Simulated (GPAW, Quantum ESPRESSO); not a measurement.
# KTaO3 (Pm-3m): the O K absorption edge, part 2 of 2

Aim: the O K edge of KTaO3 (Pm-3m) by two routes, a Lanczos recursion (XSpectra) and a sum over empty bands (GPAW), to see which features are robust.

Quantum ESPRESSO 7.5 and GPAW 26.7.0; core-hole supercells, plane-wave PAW LDA.

So far. Step 11 (Excitation energy, O atom 3 (Quantum ESPRESSO)): The total-energy difference is 534.26 eV. With the free-atom term of -8.83 eV for this edge, the photon energy is 525.43 eV. Step 12 (Ground state of the crystal (GPAW)): The mesh shows a gap of 2.04 eV, so the hole is first treated in a charged cell, without the excited electron.

**13. Spectrum without a core hole, O atom 3 (GPAW)**

Without a hole the spectrum is the empty density of states of the right symmetry on the absorber, weighted by matrix elements. It needs only the small cell and serves as the baseline. The data set with a hole of occupation 0 only carries the core orbital.

xas.py

```python
import numpy as np
from ase import Atoms
from ase.parallel import parprint, paropen
from gpaw import GPAW, PW, FermiDirac, Mixer, MixerDif, setup_paths
from gpaw.test import gen
setup_paths.insert(0, '.')
gen('O', name='nch1s', xcname='LDA', corehole=(1, 0, 0), write_xml=True)
from gpaw.mpi import world
world.barrier()

atoms = Atoms('TaKO3',
    cell=[[3.9883, 0, 0],
     [0, 3.9883, 0],
     [0, 0, 3.9883]],
    scaled_positions=[[0, 0, 0],
     [0.5, 0.5, 0.5],
     [0, 0, 0.5],
     [0, 0.5, 0],
     [0.5, 0, 0]],
    pbc=True)
atoms.calc = calc = GPAW(legacy_gpaw=True, mode=PW(500, force_complex_dtype=True), xc='LDA', setups={2: 'nch1s'},
    kpts={'size': (6, 6, 6), 'gamma': True}, occupations=FermiDirac(0.02),
    charge=0, mixer=Mixer(0.1, 5, 50), maxiter=150,
    convergence={'density': 0.0001, 'eigenstates': 1e-6}, txt='scf.txt')
energy = atoms.get_potential_energy() + calc.get_reference_energy()
ef = calc.get_fermi_level()
out = dict(energy=energy, fermi=ef, forces=atoms.get_forces().tolist())
parprint(f'all-electron energy {energy:.4f} eV, Fermi level {ef:.4f} eV')
ev = np.array([[calc.get_eigenvalues(k, s) for k in range(len(calc.get_ibz_k_points()))] for s in range(calc.get_number_of_spins())])
out['homo'], out['lumo'], out['counts'] = ev[ev < ef].max(), ev[ev > ef].min(), sorted(set((ev < ef).sum((0, 2)).tolist()))
out['filled'] = (ev[:, 0] < ef).sum(1).tolist()

from ase.units import Ha
from gpaw.xas import dipole_matrix_elements
nb = int(calc.get_number_of_electrons() / 2) + 46
top, nb = nb, nb + 8 + nb // 12
nscf = calc.fixed_density(kpts={'size': (6, 6, 6), 'gamma': True}, nbands=nb,
    convergence={'bands': top, 'eigenstates': 5e-3}, maxiter=60, txt='nscf.txt')
cell = atoms.cell.array
ops = [cell.T @ U.T @ np.linalg.inv(cell.T) for U in nscf.wfs.kd.symmetry.op_scc]
filled = [20]  # bands filled in the ground state, by spin
E = np.arange(-25, 34, 0.1)
fwhm = np.interp(E, [4, 25], [0.9, 3.5])
Y, X, zero, highest = 0, 0, 1e9, 1e9
for spin in range(nscf.get_number_of_spins()):
    wfs = nscf.wfs
    mine = wfs.bd.get_slice()  # this rank's bands
    A = dipole_matrix_elements(wfs.setups[2])
    eps = np.zeros((wfs.kd.nibzkpts, nb))
    d = np.zeros((3, A.shape[1], wfs.kd.nibzkpts, nb), complex)
    for kpt in wfs.kpt_u:
        if kpt.s == spin and 2 in kpt.P_ani:
            eps[kpt.k, mine] = kpt.eps_n * Ha
            d[:, :, kpt.k, mine] = (kpt.weight * wfs.nspins / 2) ** 0.5 * np.inner(A, kpt.P_ani[2])
    world.sum(eps)
    world.sum(d)
    T = np.einsum('amkn,bmkn->abkn', d, d.conj()).real
    T = sum(np.einsum('ai,ijkn,bj->abkn', R, T, R) for R in ops) / len(ops)
    empty = np.ones_like(eps, bool) & (np.arange(nb) >= filled[spin])
    zero, highest = min(zero, eps[empty].min()), min(highest, eps[:, top - 1].min())
    lines = [(eps, T, empty)] if spin == 0 else lines + [(eps, T, empty)]
for eps, T, empty in lines:
    f = np.einsum('aakn->akn', T).reshape(3, -1)
    x = eps.ravel() - zero
    w = np.interp(x, E, fwhm) / 2.35482
    g = np.exp(-0.5 * ((E[:, None] - x) / w) ** 2) / (w * (2 * np.pi) ** 0.5)
    Y = Y + (f * empty.ravel()) @ g.T
    X = X + (f * ~empty.ravel()) @ g.T
out.update(E=E.round(2).tolist(), xas=Y.tolist(), xes=X.tolist(), zero=zero, valid=highest - zero, nk=len(eps), nb=nb)
for i in range(0, len(E), 10):
    parprint(f'{E[i]:7.2f}', *(f'{v:10.3e}' for v in Y[:, i]))
import json
with paropen('out.json', 'w') as f:
    json.dump(out, f)
```

Command:

```console
> OMP_NUM_THREADS=1 mpirun -n 4 gpaw python xas.py
```

Run time: 17 s. Hardware: 4 MPI ranks of Intel Xeon Platinum 8488C (Sapphire Rapids), shared host; peak memory 0.27 GiB.

The O K spectrum, O atom 3, no core hole (energy from the lowest empty level; intensity scaled to a mean of 1 over the first 20 eV):

| E (eV) | intensity |
| --- | --- |
| -2.0 | 0.00 |
| -1.5 | 0.00 |
| -1.0 | 0.00 |
| -0.5 | 0.00 |
| 0.0 | 0.02 |
| 0.5 | 0.20 |
| 1.0 | 0.46 |
| 1.5 | 0.51 |
| 2.0 | 0.99 |
| 2.5 | 1.86 |
| 3.0 | 1.89 |
| 3.5 | 1.40 |
| 4.0 | 0.75 |
| 4.5 | 0.26 |
| 5.0 | 0.12 |
| 5.5 | 0.26 |
| 6.0 | 0.58 |
| 6.5 | 0.98 |
| 7.0 | 1.32 |
| 7.5 | 1.61 |
| 8.0 | 1.79 |
| 8.5 | 1.98 |
| 9.0 | 2.15 |
| 9.5 | 2.00 |
| 10.0 | 1.57 |
| 10.5 | 1.20 |
| 11.0 | 1.05 |
| 11.5 | 1.07 |
| 12.0 | 1.18 |
| 12.5 | 1.34 |
| 13.0 | 1.51 |
| 13.5 | 1.56 |
| 14.0 | 1.42 |
| 14.5 | 1.14 |
| 15.0 | 0.84 |
| 15.5 | 0.60 |
| 16.0 | 0.45 |
| 16.5 | 0.37 |
| 17.0 | 0.35 |
| 17.5 | 0.37 |
| 18.0 | 0.43 |
| 18.5 | 0.52 |
| 19.0 | 0.62 |
| 19.5 | 0.74 |
| 20.0 | 0.85 |
| 20.5 | 0.94 |
| 21.0 | 0.97 |
| 21.5 | 0.95 |
| 22.0 | 0.87 |
| 22.5 | 0.76 |
| 23.0 | 0.63 |
| 23.5 | 0.50 |
| 24.0 | 0.39 |
| 24.5 | 0.32 |
| 25.0 | 0.27 |
| 25.5 | 0.25 |
| 26.0 | 0.27 |
| 26.5 | 0.30 |
| 27.0 | 0.36 |
| 27.5 | 0.42 |
| 28.0 | 0.48 |
| 28.5 | 0.54 |
| 29.0 | 0.58 |
| 29.5 | 0.62 |
| 30.0 | 0.66 |
| 30.5 | 0.69 |
| 31.0 | 0.72 |
| 31.5 | 0.76 |
| 32.0 | 0.80 |

Main maxima below 24 eV (height): 2.7 eV (1.95), 9.1 eV (2.15), 13.4 eV (1.56) and 21.1 eV (0.97). 

The same matrix elements for filled bands give the O K emission of O atom 3 (ground-state approximation; energy from the lowest empty level, largest value 1):

| E (eV) | emission |
| --- | --- |
| -24.00 | 0.00 |
| -23.25 | 0.00 |
| -22.50 | 0.00 |
| -21.75 | 0.00 |
| -21.00 | 0.00 |
| -20.25 | 0.00 |
| -19.50 | 0.00 |
| -18.75 | 0.00 |
| -18.00 | 0.00 |
| -17.25 | 0.00 |
| -16.50 | 0.00 |
| -15.75 | 0.00 |
| -15.00 | 0.00 |
| -14.25 | 0.00 |
| -13.50 | 0.00 |
| -12.75 | 0.01 |
| -12.00 | 0.00 |
| -11.25 | 0.00 |
| -10.50 | 0.00 |
| -9.75 | 0.00 |
| -9.00 | 0.00 |
| -8.25 | 0.02 |
| -7.50 | 0.19 |
| -6.75 | 0.37 |
| -6.00 | 0.30 |
| -5.25 | 0.64 |
| -4.50 | 0.59 |
| -3.75 | 0.57 |
| -3.00 | 1.00 |
| -2.25 | 0.47 |
| -1.50 | 0.05 |
| -0.75 | 0.00 |
| 0.00 | 0.00 |
| 0.75 | 0.00 |
| 1.50 | 0.00 |
| 2.25 | 0.00 |
| 3.00 | 0.00 |

Emission maxima: -6.6 eV (0.38), -5.0 eV (0.71) and -3.0 eV (1.00).

**14. Supercell without a hole, the energy reference (GPAW)**

Total energies of two programs can't be mixed, so the cell and mesh of GPAW's hole run get a reference energy of their own.

scf.py

```python
import numpy as np
from ase import Atoms
from ase.parallel import parprint, paropen
from gpaw import GPAW, PW, FermiDirac, Mixer, MixerDif, setup_paths
from gpaw.test import gen
setup_paths.insert(0, '.')
gen('O', name='nch1s', xcname='LDA', corehole=(1, 0, 0), write_xml=True)
from gpaw.mpi import world
world.barrier()

atoms = Atoms('Ta2K2O6',
    cell=[[3.9883, 0, 3.9883],
     [0, 3.9883, 3.9883],
     [-3.9883, 0, 3.9883]],
    scaled_positions=[[0, 0, 0],
     [0.5, 0, 0.5],
     [0.25, 0.5, 0.75],
     [0.75, 0.5, 0.25],
     [0.25, 0, 0.25],
     [0.75, 0, 0.75],
     [0.75, 0.5, 0.75],
     [0.25, 0.5, 0.25],
     [0.25, 0, 0.75],
     [0.75, 0, 0.25]],
    pbc=True)
atoms.calc = calc = GPAW(legacy_gpaw=True, mode=PW(500, force_complex_dtype=True), xc='LDA', setups={4: 'nch1s'},
    kpts={'size': (5, 5, 5), 'gamma': True}, occupations=FermiDirac(0.02),
    charge=0, mixer=Mixer(0.1, 5, 50), maxiter=150,
    convergence={'density': 0.0001, 'eigenstates': 1e-6}, txt='scf.txt')
energy = atoms.get_potential_energy() + calc.get_reference_energy()
ef = calc.get_fermi_level()
out = dict(energy=energy, fermi=ef, forces=atoms.get_forces().tolist())
parprint(f'all-electron energy {energy:.4f} eV, Fermi level {ef:.4f} eV')
ev = np.array([[calc.get_eigenvalues(k, s) for k in range(len(calc.get_ibz_k_points()))] for s in range(calc.get_number_of_spins())])
out['homo'], out['lumo'], out['counts'] = ev[ev < ef].max(), ev[ev > ef].min(), sorted(set((ev < ef).sum((0, 2)).tolist()))
out['filled'] = (ev[:, 0] < ef).sum(1).tolist()
import json
with paropen('out.json', 'w') as f:
    json.dump(out, f)
```

Command:

```console
> OMP_NUM_THREADS=1 mpirun -n 4 gpaw python scf.py
```

Elapsed: 21 s, on 4 MPI ranks; peak memory 0.26 GiB; 81 s of CPU time.

Reference energy: -892779.213 eV with the cores included.

**15. Spectrum with FCH, O atom 3 (GPAW)**

The holes are 5.6 Å apart. The excited electron is left out and a uniform background balances the charge. After the field has converged, empty bands are computed with the density fixed and the dipole matrix elements are summed.

Changes to xas.py since step 13:

```diff
@@ -6,3 +6,3 @@
 setup_paths.insert(0, '.')
-gen('O', name='nch1s', xcname='LDA', corehole=(1, 0, 0), write_xml=True)
+gen('O', name='fch1s', xcname='LDA', corehole=(1, 0, 1), write_xml=True)
 from gpaw.mpi import world
@@ -10,14 +10,19 @@
 
-atoms = Atoms('TaKO3',
-    cell=[[3.9883, 0, 0],
-     [0, 3.9883, 0],
-     [0, 0, 3.9883]],
+atoms = Atoms('Ta2K2O6',
+    cell=[[3.9883, 0, 3.9883],
+     [0, 3.9883, 3.9883],
+     [-3.9883, 0, 3.9883]],
     scaled_positions=[[0, 0, 0],
-     [0.5, 0.5, 0.5],
-     [0, 0, 0.5],
-     [0, 0.5, 0],
-     [0.5, 0, 0]],
+     [0.5, 0, 0.5],
+     [0.25, 0.5, 0.75],
+     [0.75, 0.5, 0.25],
+     [0.25, 0, 0.25],
+     [0.75, 0, 0.75],
+     [0.75, 0.5, 0.75],
+     [0.25, 0.5, 0.25],
+     [0.25, 0, 0.75],
+     [0.75, 0, 0.25]],
     pbc=True)
-atoms.calc = calc = GPAW(legacy_gpaw=True, mode=PW(500, force_complex_dtype=True), xc='LDA', setups={2: 'nch1s'},
-    kpts={'size': (6, 6, 6), 'gamma': True}, occupations=FermiDirac(0.02),
+atoms.calc = calc = GPAW(legacy_gpaw=True, mode=PW(500, force_complex_dtype=True), xc='LDA', setups={4: 'fch1s'},
+    kpts={'size': (5, 5, 5), 'gamma': True}, occupations=FermiDirac(0.02),
     charge=0, mixer=Mixer(0.1, 5, 50), maxiter=150,
@@ -34,3 +39,3 @@
 from gpaw.xas import dipole_matrix_elements
-nb = int(calc.get_number_of_electrons() / 2) + 46
+nb = int(calc.get_number_of_electrons() / 2) + 89
 top, nb = nb, nb + 8 + nb // 12
@@ -40,4 +45,4 @@
 ops = [cell.T @ U.T @ np.linalg.inv(cell.T) for U in nscf.wfs.kd.symmetry.op_scc]
-filled = [20]  # bands filled in the ground state, by spin
-E = np.arange(-25, 34, 0.1)
+filled = [40]  # bands filled in the ground state, by spin
+E = np.arange(-6, 34, 0.1)
 fwhm = np.interp(E, [4, 25], [0.9, 3.5])
@@ -47,3 +52,3 @@
     mine = wfs.bd.get_slice()  # this rank's bands
-    A = dipole_matrix_elements(wfs.setups[2])
+    A = dipole_matrix_elements(wfs.setups[4])
     eps = np.zeros((wfs.kd.nibzkpts, nb))
@@ -51,5 +56,5 @@
     for kpt in wfs.kpt_u:
-        if kpt.s == spin and 2 in kpt.P_ani:
+        if kpt.s == spin and 4 in kpt.P_ani:
             eps[kpt.k, mine] = kpt.eps_n * Ha
-            d[:, :, kpt.k, mine] = (kpt.weight * wfs.nspins / 2) ** 0.5 * np.inner(A, kpt.P_ani[2])
+            d[:, :, kpt.k, mine] = (kpt.weight * wfs.nspins / 2) ** 0.5 * np.inner(A, kpt.P_ani[4])
     world.sum(eps)
```

Command:

```console
> OMP_NUM_THREADS=1 mpirun -n 4 gpaw python xas.py
```

It took 55 s on 4 MPI ranks; peak memory 0.39 GiB; 3.7 min of CPU time.

The O K spectrum, O atom 3, full core hole (charged cell) (energy from the lowest empty level; intensity scaled to a mean of 1 over the first 20 eV):

| E (eV) | intensity |
| --- | --- |
| -2.0 | 0.00 |
| -1.5 | 0.00 |
| -1.0 | 0.00 |
| -0.5 | 0.00 |
| 0.0 | 0.04 |
| 0.5 | 0.16 |
| 1.0 | 0.43 |
| 1.5 | 0.93 |
| 2.0 | 1.57 |
| 2.5 | 1.41 |
| 3.0 | 0.98 |
| 3.5 | 0.72 |
| 4.0 | 0.41 |
| 4.5 | 0.26 |
| 5.0 | 0.48 |
| 5.5 | 0.77 |
| 6.0 | 1.05 |
| 6.5 | 1.47 |
| 7.0 | 2.02 |
| 7.5 | 2.44 |
| 8.0 | 2.62 |
| 8.5 | 2.50 |
| 9.0 | 2.08 |
| 9.5 | 1.51 |
| 10.0 | 1.05 |
| 10.5 | 0.86 |
| 11.0 | 0.93 |
| 11.5 | 1.10 |
| 12.0 | 1.22 |
| 12.5 | 1.28 |
| 13.0 | 1.26 |
| 13.5 | 1.14 |
| 14.0 | 0.96 |
| 14.5 | 0.75 |
| 15.0 | 0.56 |
| 15.5 | 0.41 |
| 16.0 | 0.32 |
| 16.5 | 0.30 |
| 17.0 | 0.32 |
| 17.5 | 0.39 |
| 18.0 | 0.49 |
| 18.5 | 0.61 |
| 19.0 | 0.75 |
| 19.5 | 0.89 |
| 20.0 | 1.01 |
| 20.5 | 1.08 |
| 21.0 | 1.09 |
| 21.5 | 1.02 |
| 22.0 | 0.90 |
| 22.5 | 0.74 |
| 23.0 | 0.59 |
| 23.5 | 0.47 |
| 24.0 | 0.38 |
| 24.5 | 0.33 |
| 25.0 | 0.30 |
| 25.5 | 0.30 |
| 26.0 | 0.33 |
| 26.5 | 0.38 |
| 27.0 | 0.46 |
| 27.5 | 0.55 |
| 28.0 | 0.65 |
| 28.5 | 0.75 |
| 29.0 | 0.84 |
| 29.5 | 0.92 |
| 30.0 | 0.99 |
| 30.5 | 1.04 |
| 31.0 | 1.09 |
| 31.5 | 1.13 |
| 32.0 | 1.16 |

Main maxima below 24 eV (height): 2.2 eV (1.63), 8.0 eV (2.62), 12.6 eV (1.28) and 20.8 eV (1.10). 

The hole costs E(hole) − E(ground) = 526.78 eV, and the lowest empty level of the hole cell on the spectrum's mesh lies at 6.86 eV, which puts the zero at 533.64 eV. With the free-atom term of -8.83 eV for this edge, the photon energy is 524.81 eV.

**16. Excitation energy, O atom 3 (GPAW)**

Changed against the first core-hole run: core hole to XCH, with the smearing that suits a partly filled band.

Changes to scf.py since step 14:

```diff
@@ -6,3 +6,3 @@
 setup_paths.insert(0, '.')
-gen('O', name='nch1s', xcname='LDA', corehole=(1, 0, 0), write_xml=True)
+gen('O', name='fch1s', xcname='LDA', corehole=(1, 0, 1), write_xml=True)
 from gpaw.mpi import world
@@ -25,5 +25,5 @@
     pbc=True)
-atoms.calc = calc = GPAW(legacy_gpaw=True, mode=PW(500, force_complex_dtype=True), xc='LDA', setups={4: 'nch1s'},
-    kpts={'size': (5, 5, 5), 'gamma': True}, occupations=FermiDirac(0.02),
-    charge=0, mixer=Mixer(0.1, 5, 50), maxiter=150,
+atoms.calc = calc = GPAW(legacy_gpaw=True, mode=PW(500, force_complex_dtype=True), xc='LDA', setups={4: 'fch1s'},
+    kpts={'size': (5, 5, 5), 'gamma': True}, occupations=FermiDirac(0.04),
+    charge=-1, mixer=Mixer(0.1, 5, 50), maxiter=150,
     convergence={'density': 0.0001, 'eigenstates': 1e-6}, txt='scf.txt')
```

Command:

```console
> OMP_NUM_THREADS=1 mpirun -n 4 gpaw python scf.py
```

Run time: 23 s. Hardware: 4 MPI ranks; peak memory 0.25 GiB.

The total-energy difference is 534.41 eV. With the free-atom term of -8.83 eV for this edge, the photon energy is 525.58 eV.

**17. The two programs side by side**

The line shapes differ (Lorentzian half width 0.4 eV up to 4 eV, rising linearly to 1.75 eV at 25 eV (not a setting of the program: the run's 0.4 eV curve was folded afterwards with a further Lorentzian above 4 eV), against Gaussian full width 0.9 eV up to 4 eV, rising linearly to 3.5 eV at 25 eV), so both get a further Gaussian of 1.5 eV full width before they are compared; the Lorentzian tails remain.

| E (eV) | XSpectra | GPAW |
| --- | --- | --- |
| -2.00 | 0.07 | 0.00 |
| -1.25 | 0.09 | 0.00 |
| -0.50 | 0.15 | 0.03 |
| 0.25 | 0.31 | 0.18 |
| 1.00 | 0.63 | 0.56 |
| 1.75 | 1.01 | 1.07 |
| 2.50 | 1.13 | 1.20 |
| 3.25 | 0.94 | 0.87 |
| 4.00 | 0.74 | 0.54 |
| 4.75 | 0.75 | 0.50 |
| 5.50 | 1.00 | 0.81 |
| 6.25 | 1.38 | 1.32 |
| 7.00 | 1.80 | 1.94 |
| 7.75 | 2.05 | 2.36 |
| 8.50 | 1.98 | 2.29 |
| 9.25 | 1.64 | 1.78 |
| 10.00 | 1.28 | 1.23 |
| 10.75 | 1.10 | 1.01 |
| 11.50 | 1.09 | 1.09 |
| 12.25 | 1.10 | 1.20 |
| 13.00 | 1.04 | 1.19 |
| 13.75 | 0.91 | 1.02 |
| 14.50 | 0.75 | 0.76 |
| 15.25 | 0.60 | 0.52 |
| 16.00 | 0.51 | 0.37 |
| 16.75 | 0.49 | 0.34 |
| 17.50 | 0.53 | 0.41 |
| 18.25 | 0.60 | 0.56 |
| 19.00 | 0.69 | 0.75 |
| 19.75 | 0.77 | 0.93 |
| 20.50 | 0.81 | 1.03 |
| 21.25 | 0.78 | 1.01 |
| 22.00 | 0.69 | 0.87 |
| 22.75 | 0.59 | 0.68 |
| 23.50 | 0.51 | 0.50 |
| 24.25 | 0.45 | 0.38 |
| 25.00 | 0.43 | 0.32 |
| 25.75 | 0.44 | 0.33 |
| 26.50 | 0.48 | 0.40 |
| 27.25 | 0.54 | 0.51 |
| 28.00 | 0.61 | 0.65 |
| 28.75 | 0.68 | 0.79 |
| 29.50 | 0.74 | 0.91 |
| 30.25 | 0.79 | 1.01 |
| 31.00 | 0.82 | 1.08 |
| 31.75 | 0.85 | 1.14 |

|  | XSpectra | GPAW |
| --- | --- | --- |
| k mesh of the spectrum | 6×6×6 | 6×6×6 |
| cutoff (eV) | 680 | 500 |
| highest intensity below 16 eV after the common broadening, eV (height) | 8.0 (2.06) | 8.0 (2.40) |
| zero, corrected photon energy (eV) | 524.7 | 524.8 |
| core time, hole field and spectrum | 13 min | 3.7 min |

**18. What the core hole does**

XSpectra's curves. Both curves are counted from their own zero, so only the shift of weight within the empty states shows.

| E (eV) | no hole | FCH |
| --- | --- | --- |
| -2.0 | 0.04 | 0.05 |
| -1.0 | 0.07 | 0.07 |
| 0.0 | 0.14 | 0.16 |
| 1.0 | 0.51 | 0.52 |
| 2.0 | 0.93 | 1.36 |
| 3.0 | 1.55 | 0.98 |
| 4.0 | 0.82 | 0.57 |
| 5.0 | 0.36 | 0.64 |
| 6.0 | 0.67 | 1.09 |
| 7.0 | 1.29 | 1.93 |
| 8.0 | 1.71 | 2.45 |
| 9.0 | 2.26 | 2.10 |
| 10.0 | 1.49 | 1.06 |
| 11.0 | 1.00 | 1.02 |
| 12.0 | 1.13 | 1.16 |
| 13.0 | 1.72 | 1.34 |
| 14.0 | 1.50 | 0.98 |
| 15.0 | 0.78 | 0.53 |
| 16.0 | 0.41 | 0.34 |
| 17.0 | 0.38 | 0.33 |
| 18.0 | 0.41 | 0.48 |
| 19.0 | 0.65 | 0.74 |
| 20.0 | 0.84 | 0.91 |
| 21.0 | 1.13 | 1.38 |
| 22.0 | 0.89 | 0.72 |
| 23.0 | 0.55 | 0.48 |
| 24.0 | 0.33 | 0.37 |
| 25.0 | 0.21 | 0.24 |
| 26.0 | 0.28 | 0.28 |
| 27.0 | 0.33 | 0.40 |
| 28.0 | 0.59 | 0.73 |
| 29.0 | 0.60 | 0.78 |
| 30.0 | 0.63 | 0.98 |
| 31.0 | 0.57 | 0.88 |
| 32.0 | 0.83 | 1.09 |

With each curve scaled to its own mean, the area from −2 to 6 eV with the hole is 4.8 against 4.7, and the centre of weight from −1 to 20 eV moves by -0.3 eV (first and strongest maxima below 20 eV: 2.6 eV (1.59), 9.2 eV (2.37) and 13.1 eV (1.79) without the hole, 2.1 eV (1.44), 8.0 eV (2.46) and 12.8 eV (1.42) with it); the shape changes all the same, by 30 % r.m.s.

**19. Against the measurement**

Features are paired by their description (first, strongest, rising edge, steepest rise) or, failing that, by nearness after a common offset; their character isn't checked.

XSpectra LDA (Lorentzian half width 0.4 eV up to 4 eV, rising linearly to 1.75 eV at 25 eV (not a setting of the program: the run's 0.4 eV curve was folded afterwards with a further Lorentzian above 4 eV)):

| measured feature | measured (eV) | computed feature | computed (eV) | difference (eV) |
| --- | --- | --- | --- | --- |
| O K-edge first peak, transition to Ta 5d t2g states hybridised with O 2p | 531.3 | first maximum | 526.7 | -4.6 |

GPAW LDA (Gaussian full width 0.9 eV up to 4 eV, rising linearly to 3.5 eV at 25 eV):

| measured feature | measured (eV) | computed feature | computed (eV) | difference (eV) |
| --- | --- | --- | --- | --- |
| O K-edge first peak, transition to Ta 5d t2g states hybridised with O 2p | 531.3 | first maximum | 527.0 | -4.3 |

**20. Summary of results**

```
absorber and edge                                     : O K, atom 3 of the ground-state input (counted from 1)
surroundings                                          : 2 Ta at 1.99 Å (linear, site symmetry 4/mmm)
highest intensity below 16 eV (XSpectra, narrow line) : 8.0 eV above the zero, height 2.46
photon energy of the zero, with the added terms       : 524.7 eV (raw 533.5 eV; LDA puts this hole about 4 eV below PBE, itself good to a few eV)
```

What this shows: XSpectra LDA lies 4.6 eV below the measured energy, of which about 4 eV is this functional's underpricing of the hole against PBE in the free atom. GPAW LDA lies 4.3 eV below the measured energy, of which about 4 eV is this functional's underpricing of the hole against PBE in the free atom. Energy scales of different experiments differ by up to about 1 eV. The two programs agree on the overall shape: 13 % r.m.s. remains over the first 14 eV after a relative shift of 0.0 eV, and their photon-energy zeros differ by 0.2 eV. What differs may come from the PAW partial waves, meshes, cutoffs and line shapes. In XSpectra the O K edge of atom 3, with 2 Ta at 1.99 Å (linear, site symmetry 4/mmm), has its highest intensity of the first 16 eV at 8.0 eV above the zero, near 533 eV in photon energy (LDA puts this hole about 4 eV below PBE, itself good to a few eV), 2.5 times the mean level of the first 20 eV (Lorentzian half width 0.4 eV). In XSpectra: With each curve scaled to its own mean, the area from −2 to 6 eV with the hole is 4.8 against 4.7, and the centre of weight from −1 to 20 eV moves by -0.3 eV (first and strongest maxima below 20 eV: 2.6 eV (1.59), 9.2 eV (2.37) and 13.1 eV (1.79) without the hole, 2.1 eV (1.44), 8.0 eV (2.46) and 12.8 eV (1.42) with it); the shape changes all the same, by 30 % r.m.s. In GPAW: With each curve scaled to its own mean, the area from −2 to 6 eV with the hole is 4.3 against 4.5, and the centre of weight from −1 to 20 eV moves by -0.3 eV (first and strongest maxima below 20 eV: 2.7 eV (1.95), 9.1 eV (2.15) and 13.4 eV (1.56) without the hole, 2.2 eV (1.63), 8.0 eV (2.62) and 12.6 eV (1.28) with it); the shape changes all the same, by 34 % r.m.s. In XSpectra the neutral-cell energy lies +0.8 eV from the charged-cell zero, a gap made of the charged-cell error and of where the added electron settles. In GPAW the neutral-cell energy lies +0.8 eV from the charged-cell zero, a gap made of the charged-cell error and of where the added electron settles. The holes are only 5.6 Å apart, so the shape is probably not converged with cell size; no larger cell was run here. Lifetime broadening is put in by hand, and intensities beyond about 20 eV depend on it and on the partial waves; weight that the partial waves miss at high energy is lost. The structure is a published determination, not relaxed.

[Logs are printed without paths, hosts, clocks, repeated set-up lines and the standing remarks that a program may print on its own settings, such as how far it seeks lower states.]

[Hosts, paths, dates, database ids (printed as entryN), source tags and the programs' standing remarks are cut or masked in the printed files.]

[Lists of maxima count a maximum above −3 eV only where it reaches 4 % of the highest in the window and stands out from its surroundings by 2 % of it (1.5 % where it reaches 55 %); shoulders and weaker maxima are passed over, and of the rest the first, up to two pre-edge ones and the few strongest are named.]
